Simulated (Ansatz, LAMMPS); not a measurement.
## Amorphous HfO2 at 8.35 g/cm^3 (84 atoms): geometry optimisation

Wanted: the relaxed structure of amorphous HfO2 at 8.35 g/cm^3 (84 atoms) and its electronic structure.

Method: Kohn-Sham DFT, PBE, PAW (set soft_2), plane waves, in Ansatz 0.2.0.

Report form: the programs' logs are mostly left out.

## (1) Starting point

The cell holds 84 atoms: 28 Hf and 56 O. Its edges and angles: a = 10.544 Å, b = 10.544 Å, c = 10.544 Å, α = 90.0°, β = 90.0°, γ = 90.0°. 84 atoms (28 Zr, 56 O) placed at random at 4.89 g/cm³, melted at 5000 K for 10 ps at fixed volume with the Morse and Coulomb pair potential with partial charges (Pedone, Malavasi, Menziani, Cormack and Segre, J. Phys. Chem. B 110, 11780 (2006)). Quenched from 5000 K to 300 K at 50 K/ps and fixed volume, held 5 ps, then minimised at fixed cell. Then Zr was replaced by Hf at the same volume (the potential has no terms for Hf, so the cell is a start for a DFT relaxation). The density is one point of a scan and needn't be that of the real material.

Before any run, some limits are plain. The quench rate of 50 K/ps is many orders above laboratory rates, so the cell is likely richer in defects and strain than a real sample. The starting topology of bonds comes from the classical model. Only the Γ point is sampled in the main run, in a cell whose shortest periodic width is 11 Å. No spin–orbit coupling is included, so levels derived from the heavy atoms are approximate.

## (2) How the cell was made

A classical potential supplies the starting structure, since it reaches far longer times than DFT.

This step: classical MD, Morse and Coulomb pair potential with partial charges (Pedone, Malavasi, Menziani, Cormack and Segre, J. Phys. Chem. B 110, 11780 (2006)) (LAMMPS 22 Jul 2025 - Update 4).

File in.lmp:

```
# melt-quench of Zr28O56
units metal
atom_style charge
boundary p p p
region box block 0 10.5436 0 10.5436 0 10.5436
create_box 2 box
mass 1 91.2240   # Zr
mass 2 15.9990   # O
create_atoms 1 random 28 35088 NULL overlap 1.5 maxtry 2000
create_atoms 2 random 56 35095 NULL overlap 1.5 maxtry 2000
pair_style hybrid/overlay pedone 5.5 coul/long 8.0
pair_coeff * * coul/long
pair_coeff 1 2 pedone 0.206237 2.479675 2.436997 1   # Zr-O
pair_coeff 2 2 pedone 0.042395 1.379316 3.618701 22   # O-O
set type 1 charge 2.4
set type 2 charge -1.2
kspace_style pppm 1.0e-4
neigh_modify delay 0 every 1 check yes
thermo_style custom step time temp pe press density
thermo_modify norm yes
timestep 0.002
thermo 100
min_style cg
minimize 1e-4 1e-4 200 2000
reset_timestep 0
velocity all create 5000 35089 mom yes dist gaussian
fix lim all nve/limit 0.05
fix lan all langevin 5000 5000 0.2 35090 zero yes
thermo 500
run 1000 post no
unfix lim
unfix lan
thermo 833
fix md all nvt temp 5000 5000 0.2
run 5000 post no
unfix md
thermo 4700
fix md all nvt temp 5000 300 0.2
run 47000 post no
unfix md
thermo 1250
fix md all nvt temp 300 300 0.2
run 2500 post no
unfix md
thermo 100
min_style cg
minimize 0 1e-3 2000 20000
write_dump all custom glass.dump id type xs ys zs modify sort id
```

Launch:

```console
> lmp -in in.lmp -log none -nocite
```

It took 1.8 min on 1 thread of Intel Xeon at 2.80GHz (Skylake/Cascade Lake), shared host; peak memory 0.63 GiB.

## (3) Single point at the start

The forces at the start show how far the geometry lies from a minimum of this functional.

File input.yaml:

```yaml
crystal:
  lattice:
    - [10.5436, 0.0, 0.0]
    - [0.0, 10.5436, 0.0]
    - [0.0, 0.0, 10.5436]
  atoms:
    - { symbol: Hf, position: [0.6664, 0.28078, 0.31342] }
    - { symbol: Hf, position: [0.96913, 0.69006, 0.90798] }
    - { symbol: Hf, position: [0.04261, 0.07081, 0.37536] }
    - { symbol: Hf, position: [0.7299, 0.89466, 0.31074] }
    - { symbol: Hf, position: [0.44847, 0.4824, 0.94506] }
    - { symbol: Hf, position: [0.44543, 0.55953, 0.41226] }
    - { symbol: Hf, position: [0.69307, 0.56805, 0.15918] }
    - { symbol: Hf, position: [0.89441, 0.15795, 0.72901] }
[... 72 atom lines left out ...]
    - { symbol: O, position: [0.05613, 0.5698, 0.26271] }
    - { symbol: O, position: [0.84832, 0.08087, 0.91012] }
    - { symbol: O, position: [0.37206, 0.68593, 0.27666] }
    - { symbol: O, position: [0.60474, 0.57739, 0.5352] }
kpoints:
  mp_grid: { grid: [1, 1, 1] }
hamiltonian:
  xc: pbe
scf:
  occupations: { method: fermi_dirac, width: 0.025 }
output:
  forces: true
```

Launch:

```console
> ansatz run input.yaml --threads 4 --pin off --max-ram 8192MiB --backend cpu --events-out ev --progress --plain --runs-dir out
```

The job ended after 31 s (4 threads of Intel Xeon at 2.70GHz, shared host; peak memory 2 GiB; 1.9 min of CPU time).

Numbers from this run:

- free energy: -472109.5279 eV
- free energy per atom: -5620.3515 eV/atom
- SCF cycles: 11
- r.m.s. force component: 0.4302 eV/Å
- longest force: 2.305 eV/Å
- Fermi energy: 12.72 eV

The r.m.s. force component of 0.43 eV/Å sets the starting point.

Neighbours are counted within 2.83 Å (O-Hf).

Length of the force by element and coordination:

```csv
element,coordination,atoms,mean length of the force (eV/Å),spread,least,most
Hf,all,28,0.947,0.484,0.342,2.31
Hf,5,2,1.64,0.662,0.982,2.31
Hf,6,24,0.909,0.434,0.342,2.04
Hf,7,2,0.695,0.148,0.547,0.843
O,all,56,0.466,0.225,0.0948,1.13
O,2,4,0.506,0.202,0.295,0.838
O,3,48,0.470,0.234,0.0948,1.13
O,4,4,0.369,0.0094,0.355,0.379
```

## (4) Relaxation

With the cell held, the atoms are moved downhill towards a nearby minimum.

input.yaml, as its differences from that of step 3:

```diff
@@ -15 +15,4 @@
   forces: true
+relax:
+  f_tol: 0.04
+  max_steps: 250
```

It took 5.7 min on 4 threads; peak memory 2.1 GiB.

Step by step:

```csv
step,energy less that of the first step (eV),largest force component (eV/Å)
1,0.0000,2.0160
2,-0.9749,0.8565
3,-1.4208,0.5641
4,-1.8605,0.3421
5,-1.9955,0.1512
6,-1.9969,0.2835
7,-2.1035,0.1506
8,-2.1681,0.1295
9,-2.1772,0.5056
10,-2.2762,0.1049
11,-2.2953,0.0542
12,-2.2931,0.1237
13,-2.2998,0.0329
14,-2.3014,0.0334
```

Relaxation step 12 was tried and not accepted.

The atoms that moved most (Å):

```csv
atom,dx,dy,dz,length
O34,-0.260,-0.765,0.293,0.860
Hf5,0.461,0.664,-0.181,0.829
O63,-0.055,0.553,-0.384,0.676
O35,-0.353,-0.277,0.456,0.640
O76,0.428,-0.409,0.060,0.595
Hf7,0.480,-0.156,0.305,0.590
Hf23,-0.247,0.450,-0.177,0.543
O56,0.018,0.080,-0.529,0.535
```

The relaxation changed the energy by -27.4 meV/atom, and atoms moved by 0.32 Å r.m.s., 0.86 Å at most.

## (5) Local order after relaxation

Bonds before and after, by the cutoffs listed below:

```csv
pair,bonds before,bonds after,mean before (Å),mean after (Å),spread before (Å),spread after (Å)
O-Hf,168,165,2.155,2.133,0.097,0.124
```

Density 8.35 g/cm³, 13.95 Å³ an atom.

g(r), total and by pair (bins of 0.1 Å):

```csv
r (Å),total,O-O,O-Hf,Hf-Hf
1.85,0.00,0.00,0.00,0.00
1.95,0.84,0.00,1.89,0.00
2.05,3.50,0.00,7.88,0.00
2.15,3.81,0.00,8.56,0.00
2.25,0.89,0.00,2.00,0.00
2.35,0.43,0.00,0.97,0.00
2.45,0.13,0.00,0.30,0.00
2.55,0.65,1.47,0.00,0.00
2.65,0.97,2.10,0.08,0.00
2.75,0.91,2.05,0.00,0.00
2.85,1.33,2.77,0.22,0.00
2.95,1.21,2.66,0.07,0.00
3.05,0.91,1.67,0.32,0.26
3.15,0.93,1.86,0.18,0.24
3.25,1.01,1.64,0.17,1.81
3.35,0.94,1.06,0.26,3.19
3.45,0.82,0.80,0.40,2.60
3.55,0.67,0.66,0.52,1.31
3.65,1.09,0.76,1.12,2.32
3.75,1.05,0.64,0.93,3.22
3.85,1.00,0.72,0.92,2.41
3.95,1.05,0.83,0.84,2.73
4.05,1.08,0.83,1.34,1.01
4.15,1.00,0.90,1.25,0.42
4.25,1.03,1.09,1.06,0.66
4.35,0.82,0.53,1.26,0.25
4.45,0.96,0.36,1.74,0.24
4.55,1.04,0.55,1.64,0.57
4.65,1.04,0.83,1.52,0.00
4.75,1.14,0.76,1.47,1.27
4.85,0.95,0.76,1.29,0.40
4.95,0.90,0.80,1.02,0.87
5.05,1.03,0.86,1.29,0.65
5.15,1.04,1.24,0.92,0.72
5.25,0.98,1.19,0.89,0.52
```

Bonds by pair of elements; cutoffs follow the first minimum of g(r), held within bounds set by covalent radii, and pairs that aren't listed don't count as bonded:

```csv
pair A-B,cutoff (Å),bonds,mean length (Å),spread (Å),shortest (Å),B about A,A about B
O-Hf,2.82,165,2.13,0.124,1.92,2.95,5.89
```

How many atoms have how many bonded neighbours:

```csv
element,mean,2,3,4,5,6,7,8
Hf,5.89,0,0,0,7,18,2,1
O,2.95,7,45,4,0,0,0,0
```

Bond angles (no mean is given where the spread exceeds 20°):

```csv
angle,count,mean (°),spread (°)
O-Hf-O,410,-,-
Hf-O-Hf,166,117,18
```

Bond length by coordination (bonds to H left out):

```csv
element,coordination,atoms,mean bond length (Å)
Hf,5,7,2.07
Hf,6,18,2.13
Hf,7,2,2.20
Hf,8,1,2.30
O,2,7,1.99
O,3,45,2.13
O,4,4,2.25
```

For some of the pairs, g(r) has its first main peak near 2.1 Å (O-Hf). With the cutoffs above, 64 % of Hf atoms have 6 and 80 % of O atoms have 3 bonded neighbours. Bonds at O atoms with 2 neighbours average 1.99 Å, against 2.25 Å at those with 4.

## (6) Single point at the relaxed geometry

One more single point at the end of the walk gives the fuller output and checks the residual forces.

File input.yaml:

```yaml
crystal:
  lattice:
    - [10.5436, 0.0, 0.0]
    - [0.0, 10.5436, 0.0]
    - [0.0, 0.0, 10.5436]
  atoms:
    - { symbol: Hf, position: [0.65538, 0.27658, 0.32675] }
    - { symbol: Hf, position: [0.97697, 0.69008, 0.91049] }
    - { symbol: Hf, position: [0.03085, 0.07906, 0.41148] }
    - { symbol: Hf, position: [0.73397, 0.89093, 0.32101] }
    - { symbol: Hf, position: [0.49224, 0.54539, 0.92785] }
    - { symbol: Hf, position: [0.44223, 0.55233, 0.40531] }
    - { symbol: Hf, position: [0.73863, 0.55326, 0.18811] }
    - { symbol: Hf, position: [0.87958, 0.17015, 0.74075] }
[... 72 atom lines left out ...]
    - { symbol: O, position: [0.06382, 0.57284, 0.24592] }
    - { symbol: O, position: [0.84937, 0.07013, 0.91137] }
    - { symbol: O, position: [0.38316, 0.67615, 0.26075] }
    - { symbol: O, position: [0.58261, 0.57503, 0.55445] }
kpoints:
  mp_grid: { grid: [1, 1, 1] }
hamiltonian:
  xc: pbe
scf:
  occupations: { method: fermi_dirac, width: 0.025 }
output:
  forces: true
  stress: true
  populations: true
  dos:
    method: { smearing: { sigma: 0.08 } }
    de: 0.05
    projected: { site_lists: { Hf: [Hf], O: [O] } }
  eigenvalues: true
  write_density: true
  write_potential: true
  volumetric_format: npy
```

It took 44 s on 4 threads; peak memory 2.1 GiB.

Read from the output:

- free energy: -472111.8292 eV
- free energy per atom: -5620.3789 eV/atom
- SCF cycles: 11
- pressure: -3.472 GPa
- r.m.s. force component: 0.00845 eV/Å
- longest force: 0.03734 eV/Å
- Fermi energy: 12.66 eV
- gap (highest filled to lowest empty level): 3.901 eV
- spilling of the projection: 0.002693

Löwdin charges by element and coordination (they lack the spilled electrons, 0.034 e an atom on average):

```csv
element,coordination,atoms,mean charge (e),spread,least,most
Hf,all,28,1.46,0.0297,1.41,1.53
Hf,5,7,1.46,0.026,1.41,1.50
Hf,6,18,1.45,0.0303,1.41,1.53
Hf,7,2,1.47,0.0235,1.44,1.49
Hf,8,1,1.50,0,1.50,1.50
O,all,56,-0.678,0.0258,-0.722,-0.608
O,2,7,-0.655,0.0122,-0.681,-0.645
O,3,45,-0.681,0.0264,-0.722,-0.608
O,4,4,-0.687,0.0101,-0.699,-0.675
```

States in the cell by windows of 1 eV, zero at the Fermi level; the larger projections on atomic orbitals stand beside the total:

```csv
from (eV),to (eV),total,O p,Hf d,Hf f
-14,-13,8.0,0.0,0.0,8.0
-13,-12,355.1,1.1,0.2,353.3
-12,-11,28.9,0.1,0.0,28.7
-11,-7,0.0,0.0,0.0,0.0
-7,-6,39.7,27.6,8.8,0.1
-6,-5,79.6,57.9,18.0,0.2
-5,-4,72.1,57.5,11.1,0.3
-4,-3,79.8,70.0,6.9,0.3
-3,-2,62.9,58.3,3.0,0.2
-2,-1,1.9,1.8,0.1,0.0
-1,1,0.0,0.0,0.0,0.0
1,2,1.7,0.1,0.9,0.0
2,3,41.1,4.1,33.1,0.0
3,4,66.1,7.9,51.5,0.0
4,5,61.2,10.0,42.7,0.0
```

Between -26 and -14 eV lie 112 more states.

About 224 of the 1064 electrons lie in deeper levels, below the stored range.

The levels nearest the highest filled one (over half full), pooled over k-points and spins:

```csv
level less the highest filled one (eV),occupation
-0.309,2
-0.266,2
-0.193,2
-0.185,2
-0.0851,2
0,2
3.90,0
4.08,0
4.20,0
4.24,0
4.27,0
4.32,0
```

Valence density in the ac plane at fractional y = 0.561, with atoms of Hf and O within 0.2 Å of it. It is the smooth field of the valence electrons, not physical close to the nuclei.

Ten steps, logarithmic in the rise over the least value, from '0' (0 e/Å³) to '9' (28 e/Å³), each cell a mean:
```
125664200000268862100001333210
113442100000379973100001111110
111110000001268863111100001111
100000000011124422344210001233
200000000012111012566410001333
100000000011100002465310001222
321011110000000001233100000112
763123321000000000111000000146
985223331000000012210001121369
974112221000000245531001232358
542000100000001256641001222124
110000000000111245431000011001
000000000013565322210000000000
000000000015898520000000000000
000000000025898621000000000000
011100000013565311110000000000
244310000001121112211111000001
466521000000000011112454200001
356421110000000000125898510001
133212332100000000026998510000
001113453211100000014676411000
000112343223210000011233332100
012332211122210000111112455310
024664200111123321111012465310
```
Columns run along a (10.5 Å), rows up along c (10.5 Å). Atoms in or near the plane, at fractional coordinates: Hf at (0.49, 0.93), Hf at (0.44, 0.41), Hf at (0.74, 0.19), Hf at (0.00, 0.63), O at (0.12, 0.98), O at (0.65, 0.79), O at (0.06, 0.25), O at (0.58, 0.55).

Electrostatic potential energy in the ac plane at fractional y = 0.561, with atoms of Hf and O within 0.2 Å of it. With pseudopotentials it is smooth inside the atoms' cores, unlike the true potential.

Values in eV, 13 rows by 16 columns, each cell a mean:
```
 12 -11 -14  15  16  13  -1 -26 -26  -2  13  13  10   5  11  12
 12  15  17  17  17  15   4 -19 -20   2   9  12   9  11  12   9
 13  15  17  16  17  16  14  10  10   1 -27  -1  14  14  11   4
 -3   8  14  13  13  15  16  16  15  12   0  11  15  16  12   1
-26  -8   9   2  10  13  15  16  14  10  12  13  15  14   3 -25
-19   0  13  13  13  14  14  14   0 -26   2  16  16  11   7 -15
 11  14  16  16  14  10  -4  -8   2  -2  13  17  17  17  15  11
 15  17  17  16  14   3 -25 -26 -11  12  17  17  17  17  16  15
 13  13  17  16  15   9 -10 -16   1  13  14  13  13  15  15  15
-12 -22  10  12  12  14  13  12  14  13   5 -13 -12   6  14  15
  7   0   7  -7  -2  11  16  17  16  13  -6 -27 -27  -3  14  17
 17  15   6 -11  -6   7  12  16  15  14   7  -8  -7   3  13  17
 15  -4 -10   9  11  12   9   2   1  11  14  13   8 -24  -5  16
```
Columns run along a (10.5 Å; values clipped at the 3rd and 97th percentile), rows up along c (10.5 Å). Atoms in or near the plane, at fractional coordinates: Hf at (0.49, 0.93), Hf at (0.44, 0.41), Hf at (0.74, 0.19), Hf at (0.00, 0.63), O at (0.12, 0.98), O at (0.65, 0.79), O at (0.06, 0.25), O at (0.58, 0.55).

Mean Löwdin charges: Hf +1.46, O -0.68 e. The largest share in the top eV of filled states is O p (94 % of the projected weight), and in the lowest eV of empty states Hf d (82 % of the projected weight).

Local excerpt of 10 atoms (numbers count through the whole input) about O59, which has 2 bonded neighbours where the commonest count for O is 3; x, y, z are measured from there.

```csv
atom,x,y,z,distance (Å),bonds,Löwdin charge (e)
O59,0.00,0.00,0.00,0.00,2,-0.65
Hf8,-1.56,-0.95,-0.61,1.93,5,1.45
Hf16,0.53,1.19,1.55,2.02,6,1.45
O36,-0.87,2.52,0.15,2.67,4,-0.69
O34,2.33,0.41,1.33,2.72,3,-0.61
O75,-1.39,0.57,2.29,2.74,3,-0.71
O60,2.29,-0.64,-1.72,2.94,2,-0.66
O43,-0.80,-1.54,-2.38,2.95,2,-0.65
O82,-1.88,-2.00,1.19,2.99,3,-0.68
O55,-2.90,0.58,-0.49,3.00,3,-0.70
```

The column of bonds counts only the pairs O-Hf within 2.82 Å; other neighbours, such as metal atoms beside each other in a compound, aren't counted, and periodic images can show an atom twice.

## (7) K-mesh 2×2×2

Large cells are often run on few k-points; this run checks whether the reference had enough.

input.yaml, as its differences from that of step 6:

```diff
@@ -8,3 +8,3 @@
 kpoints:
-  mp_grid: { grid: [1, 1, 1] }
+  mp_grid: { grid: [2, 2, 2] }
 hamiltonian:
@@ -22,4 +22 @@
   eigenvalues: true
-  write_density: true
-  write_potential: true
-  volumetric_format: npy
```

It took 7.1 min on 4 threads; peak memory 6.1 GiB; 23 min of CPU time.

The program notes that it cut back its work space to fit the memory limit.

Geometry and reference: those of the single point at the relaxed geometry.

Forces differ from those of the single point at the relaxed geometry by 12 meV/Å r.m.s.; the energy by -0.93 meV/atom and the gap by -0.026 eV. It took 7.1 min and 11 cycles; the reference's time can't be set against it, since the two runs asked for unlike analyses.

[end of part 1 of 2]

[Logs are printed without paths, hosts, clocks, repeated set-up lines and the standing remarks that a program may print on its own settings, such as how far it seeks lower states.]

[Hosts, paths, dates, database ids (printed as entryN), source tags and the programs' standing remarks are cut or masked in the printed files.]
